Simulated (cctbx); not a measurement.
# Er3SiAgS7 across an absorption edge

Space group P6_3 (no. 173), a = 9.8460 Å, b = 9.8460 Å, c = 5.7600 Å, α = 90.00°, β = 90.00°, γ = 120.00°.

```
atom  mult.       x       y       z  Ueq (Å²)
 Er1      6  0.7788  0.1357  0.2427    0.0069
 Ag1      2       0       0  0.1923    0.0099
  S1      2     2/3     1/3  0.4543    0.0148
  S2      6  0.4148  0.5245  0.4870    0.0176
  S3      6  0.2643  0.1691  0.7174    0.0197
 Si1      2     2/3     1/3  0.8430    0.0198
```

This is a model crystal, built by substitution and not relaxed, with assumed displacement parameters.

Calculated with cctbx: free-atom f′ and f″ from the Sasaki tables, no fine structure; amplitudes in electrons.

How do |F(hkl)| and |F(−h−k−l)| change across the Er L3 edge?

```text
E (eV)    f'(Er)   f''           |F|0 0 2        |F|1 1 0        |F|0 3 1        |F|2 1 1
   7758   -8.47   4.18      346.9/ 343.0      6.9/   6.9    122.5/ 120.8     42.7/  38.2
   8108  -10.36   3.89      335.5/ 332.0     10.6/  10.6    119.9/ 118.1     42.6/  38.2
   8238  -11.98   3.79      325.8/ 322.7     13.8/  13.8    117.8/ 115.9     42.7/  38.2
   8298  -13.39   3.75      317.5/ 314.5     16.7/  16.7    115.9/ 114.0     42.9/  38.3
   8328  -14.86   3.73      308.8/ 306.0     19.7/  19.7    114.0/ 112.0     43.2/  38.4
   8343  -16.33   3.71      300.1/ 297.5     22.6/  22.6    112.1/ 110.0     43.5/  38.6
   8350  -17.64   3.71      292.4/ 289.9     25.3/  25.3    110.5/ 108.2     43.9/  38.9
   8354  -19.04   3.71      284.1/ 281.9     28.1/  28.1    108.7/ 106.3     44.3/  39.3
   8362  -19.51  10.57      283.4/ 290.5     31.7/  31.7    113.1/ 102.6     52.4/  31.5
   8366  -17.86  10.56      293.1/ 299.7     28.6/  28.6    115.1/ 104.9     51.9/  30.9
   8373  -16.41  10.53      301.6/ 307.7     26.0/  26.0    116.9/ 107.0     51.6/  30.6
   8388  -14.84  10.48      310.7/ 316.4     23.2/  23.2    118.8/ 109.1     51.2/  30.3
   8418  -13.29  10.39      319.7/ 324.9     20.6/  20.6    120.6/ 111.3     50.8/  30.2
   8508  -11.35  10.12      330.9/ 335.4     17.3/  17.3    122.8/ 114.1     50.3/  30.4
   8758   -9.61   9.54      340.5/ 344.4     14.3/  14.3    124.6/ 116.6     49.6/  31.0
```

The edge is at 8358 eV. f′ of Er falls from -12.0 e at 8238 eV to -19.0 e at 4 eV below it, and f″ steps from 3.71 to 10.56 e across it. Over that approach |F| changes by -13 % (0 0 2), +104 % (1 1 0), -8 % (0 3 1) and +4 % (2 1 1): a reflection falls where Er scatters in phase with the total and rises where it scatters against it; it hardly moves where the Er term is small or cancels by symmetry or lies in quadrature to the total. The f″ term interferes with the normal scattering with opposite sign for the two Friedel mates. The largest Friedel difference in the scan is 51.3 % of the mean (2 1 1, at 8388 eV).

[Logs are printed without paths, hosts, clocks, repeated set-up lines and the standing remarks that a program may print on its own settings, such as how far it seeks lower states.]
